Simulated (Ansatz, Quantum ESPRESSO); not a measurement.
# Equation of state of cubic perovskite BaTiO3

How stiff is cubic perovskite BaTiO3 under hydrostatic load? Each row scales the relaxed cell evenly and relaxes the atoms. The symmetry of the cell is held, so distortions that would lower it, which this phase may prefer, aren't tested. The phase is followed to these pressures whether or not it stays the stable one.

Calculated with Ansatz 0.2.0, r2SCAN, PAW files of the set soft_1, cutoff 600 eV, Fermi–Dirac smearing 0.02 eV, k-mesh 7×7×7, no spin polarisation, no spin-orbit coupling.

Reference cell, relaxed at zero pressure with r2SCAN (Pm-3m): a = 3.9944 Å, b = 3.9944 Å, c = 3.9944 Å, α = 90.00°, β = 90.00°, γ = 90.00°.

```
atom       x       y       z
  Ba  0.0000  0.0000  0.0000
  Ti  0.5000  0.5000  0.5000
   O  0.5000  0.5000  0.0000
   O  0.5000  0.0000  0.5000
   O  0.0000  0.5000  0.5000
```

| V (Å³/atom) | V/V0 | P (GPa) | E − E0 (meV/atom) |
| --- | --- | --- | --- |
| 11.9817 | 0.9400 | 12.823 | 28.9 |
| 12.2366 | 0.9600 | 8.073 | 12.4 |
| 12.4916 | 0.9800 | 3.815 | 3.0 |
| 13.0014 | 1.0200 | −3.424 | 2.8 |
| 13.5113 | 1.0600 | −9.242 | 23.3 |

V0 = 12.7465 Å³ an atom, where the residual pressure P0 is −0.002 GPa. **Question.** Fit the Birch–Murnaghan law and give the pressure and the energy at V = 13.2564 Å³ an atom, a row left out above.

With the Eulerian strain f = ½[(V0/V)^(2/3) − 1] and F = (P − P0)/[3f(1 + 2f)^(5/2)], the third-order law is the line F = B0 + (3/2) B0 (B′ − 4) f.

| f | F (GPa) |
| --- | --- |
| 0.02106 | 183.13 |
| 0.01380 | 182.28 |
| 0.00678 | 181.47 |
| −0.00656 | 179.81 |
| −0.01905 | 178.16 |

A straight line through the 5 rows: the means are 0.003206 for f and 180.97 for F, Σ(Δx)² = 0.001034 and ΣΔxΔy = 0.1281, so the slope is 0.1281/0.001034 = 123.83 and the intercept 180.97 − (123.83)(0.003206) = 180.57.

Hence B0 = 180.6 GPa and B′ = 4 + (123.8)/(1.5 × 180.6) = 4.46. For the withheld volume f = −0.01291, F = 178.97 GPa and P = −6.49 GPa. The run itself gives −6.49 GPa, so the estimate misses by 0.00 GPa, a rounding's worth.

Integrating the same law gives E − E0 = (9/2) B0 V0 f²[1 + (B′ − 4) f] + P0(V0 − V), with 1 GPa Å³ = 6.2415 meV: 10.7 meV an atom. The run itself gives 10.7 meV, so the estimate misses by 0.0 meV, a rounding's worth.

The same fit over all rows at other levels or in other programs gives B0 = 180 GPa with PBEsol (Ansatz), 180 GPa with PBEsol (Quantum ESPRESSO, PseudoDojo) and 181 GPa with PBEsol (Quantum ESPRESSO, GBRV).

[Logs are printed without paths, hosts, clocks, repeated set-up lines and the standing remarks that a program may print on its own settings, such as how far it seeks lower states.]
